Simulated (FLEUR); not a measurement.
# Collinear magnetic orders of Fe3Ge with FLEUR, part 2 of 2

Aim: find out whether Fe3Ge carries moments, and which collinear order costs least.

FLEUR MaX-R8.1; PBEsol; all-electron FLAPW, Dirac cores, scalar-relativistic bands.

So far, largest spin moment in the muffin-tin sphere (μB): step 2 (order 1, typed as ferro +++) 2.25; step 3 (order 2, typed as antiferro q=(0,1/2,1/2) +-+-+-) 2.17.

**4. Order 3, typed as antiferro q=(0,0,1/2) +-+--+ (continued)**

Spin moment in the muffin-tin sphere by atom:

```tsv
atom	spin moment in the muffin-tin sphere (μB)
Fe1	2.00
Fe2	-2.00
Fe3	2.11
Fe4	-2.11
Fe5	-2.00
Fe6	2.00
Ge7	-0.02
Ge8	0.02
```

Numbers from this step:

```yaml
free_energy: -321773.0713 eV
program_s_band_gap_on_this_mesh_in_a_metal_only_a_level_spacing: 2.24e-8 eV
magnetization: 0 μB
final_state: antiferromagnetic
```

It lies 190 meV a seeded atom over the first start, and its largest moment is 2.11 μB against 2.25 μB.

**5. Order 4, typed as no spin polarisation**

Without spin polarisation no moment can form, so the difference from the other runs is what forming moments gains.

The k list default-1 (kpts.xml, not shown) is a Γ-centred 8×8×8 mesh.

Contents of inp.xml:

```
<?xml version="1.0" encoding="UTF-8" standalone="no"?>
<fleurInput fleurInputVersion="0.39">
   <comment>
      Fe3Ge
   </comment>
   <calculationSetup>
      <cutoffs Kmax="3.6" Gmax="10.8" GmaxXC="10.8" numbands="0"/>
      <scfLoop itmax="90" minDistance="0.00002" maxIterBroyd="15" imix="Anderson" alpha="0.05" precondParam="0.0" spinf="2.0" sdNocoIR="T"/>
      <coreElectrons ctail="T" frcor="F" kcrel="0" coretail_lmax="0"/>
      <xcFunctional name="PBEs" relativisticCorrections="F"/>
      <magnetism jspins="1"/>
      <soc l_soc="F" theta="0.0" phi="0.0" spav="F"/>
      <expertModes spex="0" secvar="F"/>
      <geometryOptimization l_f="F" forcealpha="1.0" forcemix="BFGS" epsdisp="0.00001" epsforce="0.00001"/>
      <ldaU l_linMix="F" mixParam="0.05" spinf="1.0"/>
   </calculationSetup>
   <cell>
      <bzIntegration valenceElectrons="62.0" mode="hist" fermiSmearingEnergy="0.00183747">
         <kPointListSelection listName="default-1"/>
         <xi:include xmlns:xi="http://www.w3.org/2001/XInclude" href="kpts.xml"> </xi:include>
      </bzIntegration>
      <xi:include xmlns:xi="http://www.w3.org/2001/XInclude" href="sym.xml"> </xi:include>
      <bulkLattice scale="1.0">
         <bravaisMatrix>
            <row-1>    6.9173434617558840     0.0000000000000000     0.0000000000000000</row-1>
            <row-2>    0.0000000000000000     6.9173434617558840     0.0000000000000000</row-2>
            <row-3>    0.0000000000000000     0.0000000000000000     6.9173434617558840</row-3>
         </bravaisMatrix>
      </bulkLattice>
   </cell>
   <atomSpecies>
      <species name="Iron (Fe)" element="Fe" atomicNumber="26">
         <mtSphere radius="2.38" gridPoints="787" logIncrement="0.016"/>
         <atomicCutoffs lmax="8" lnonsphr="6"/>
         <electronConfig flipSpins="F">
            <coreConfig>(1s1/2) (2s1/2) (2p1/2) (2p3/2)</coreConfig>
            <valenceConfig>(3s1/2) (3p1/2) (3p3/2) (4s1/2) (3d3/2) (3d5/2)</valenceConfig>
            <stateOccupation state="(3d3/2)" spinUp="1.200000" spinDown="1.200000"/>
            <stateOccupation state="(3d5/2)" spinUp="1.800000" spinDown="1.800000"/>
         </electronConfig>
         <energyParameters s="4" p="4" d="3" f="4"/>
         <lo type="SCLO" l="0" n="3" eDeriv="0"/>
         <lo type="SCLO" l="1" n="3" eDeriv="0"/>
      </species>
      <species name="Germanium (Ge)" element="Ge" atomicNumber="32">
         <mtSphere radius="2.38" gridPoints="787" logIncrement="0.016"/>
         <atomicCutoffs lmax="8" lnonsphr="6"/>
         <electronConfig flipSpins="F">
            <coreConfig>(1s1/2) (2s1/2) (2p1/2) (2p3/2) (3s1/2) (3p1/2) (3p3/2)</coreConfig>
            <valenceConfig>(4s1/2) (3d3/2) (3d5/2) (4p1/2) (4p3/2)</valenceConfig>
            <stateOccupation state="(4p1/2)" spinUp="0.333333" spinDown="0.333333"/>
            <stateOccupation state="(4p3/2)" spinUp="0.666667" spinDown="0.666667"/>
         </electronConfig>
         <energyParameters s="4" p="4" d="3" f="4"/>
      </species>
   </atomSpecies>
   <atomGroups>
      <atomGroup species="Iron (Fe)">
         <relPos label="                   1">.0000000000 1.000/2.000 1.000/2.000</relPos>
         <relPos label="                   2">1.000/2.000 1.000/2.000 .0000000000</relPos>
         <relPos label="                   3">1.000/2.000 .0000000000 1.000/2.000</relPos>
         <force calculate="T" relaxXYZ="TTT"/>
      </atomGroup>
      <atomGroup species="Germanium (Ge)">
         <relPos label="                   4">.0000000000 .0000000000 .0000000000</relPos>
         <force calculate="T" relaxXYZ="TTT"/>
      </atomGroup>
   </atomGroups>
   <output dos="F" band="F" slice="F">
      <bandDOS minEnergy="-.5*Htr" maxEnergy="0.5*Htr" sigma="0.015" storeEVData="T"/>
      <plotting iplot="0" polar="F">
         <plot TwoD="T" vec1="  1.0  0.0  0.0" vec2="  0.0  1.0  0.0" vec3="  0.0  0.0  1.0" zero="  0.0  0.0  0.0" file="plot"/>
      </plotting>
      <moessbauerParams electricFieldGradient="F" isomerShift="F" coreHyperfine="F" valenceHyperfine="F"/>
   </output>
</fleurInput>
```

Contents of crystal.txt:

```
Fe3Ge
&input film=F cartesian=F /
3.66050052000  0.00000000000  0.00000000000
0.00000000000  3.66050052000  0.00000000000
0.00000000000  0.00000000000  3.66050052000
1.8897261246
1.0 1.0 1.0

4
26 0.00000000000  0.50000000000  0.50000000000
26 0.50000000000  0.50000000000  0.00000000000
26 0.50000000000  0.00000000000  0.50000000000
32 0.00000000000  0.00000000000  0.00000000000

&kpt div1=8 div2=8 div3=8 gamma=T /
```

Run with:

```bash
$ OMP_NUM_THREADS=1 inpgen -f crystal.txt > inpgen.log  # inp.xml is then edited as shown
$ OMP_NUM_THREADS=1 mpirun -n 4 fleur_MPI > fleur.log
```

It took 9.5 s on 4 MPI ranks of AMD EPYC 9R14 (Zen 4), shared host; peak memory 0.22 GiB.

Read from the output:

```yaml
free_energy: -160885.7696 eV
program_s_band_gap_on_this_mesh_in_a_metal_only_a_level_spacing: 0.01132 eV
final_state: non-magnetic (no spin polarisation)
```

It lies 446 meV a seeded atom over the first start.

**6. Energies of the orders**

Free energies are divided by the number of seeded atoms, so that cells of unlike size compare. Wavevectors q in the names are fractions of the primitive cell's reciprocal vectors.

Orders:

```tsv
start	final state	typed order kept	energy over the lowest (meV a seeded atom)	largest sphere moment (μB)	net moment (μB a primitive cell)	mesh matched	CPU time (s)
ferro +++	ferromagnetic, with opposed induced moments	yes	0	2.254	6.545	yes	74.39
antiferro q=(0,1/2,1/2) +-+-+-	antiferromagnetic	yes	138	2.169	0	yes	1793
antiferro q=(0,0,1/2) +-+--+	antiferromagnetic	yes	190.4	2.106	0	yes	729.6
no spin polarisation	non-magnetic	-	445.8	0	0	yes	37.14
```

**7. Results**

```
lowest state found                 : ferromagnetic (typed ferro +++)
largest site spin moment           : 2.25 μB
next finished state                : antiferromagnetic, 138 meV a seeded atom higher
energy gained by spin polarisation : 446 meV a seeded atom
```

What this shows: The lowest state found is ferromagnetic, reached from the start ferro +++, with moments up to 2.25 μB. The next finished state costs 138 meV a seeded atom. This is the lowest of 4 finished starts, no proof of the ground state.

[Logs and program files are shortened in this print: banners, set-up blocks, solver, clock and traceback lines can be left out without a mark of their own.]

[Logs are printed without paths, hosts, clocks, repeated set-up lines and the standing remarks that a program may print on its own settings, such as how far it seeks lower states.]

[Hosts, paths, dates, database ids (printed as entryN), source tags and the programs' standing remarks are cut or masked in the printed files.]

[Where a cell is said to come from a database of computed structures, the database is the Materials Project.]
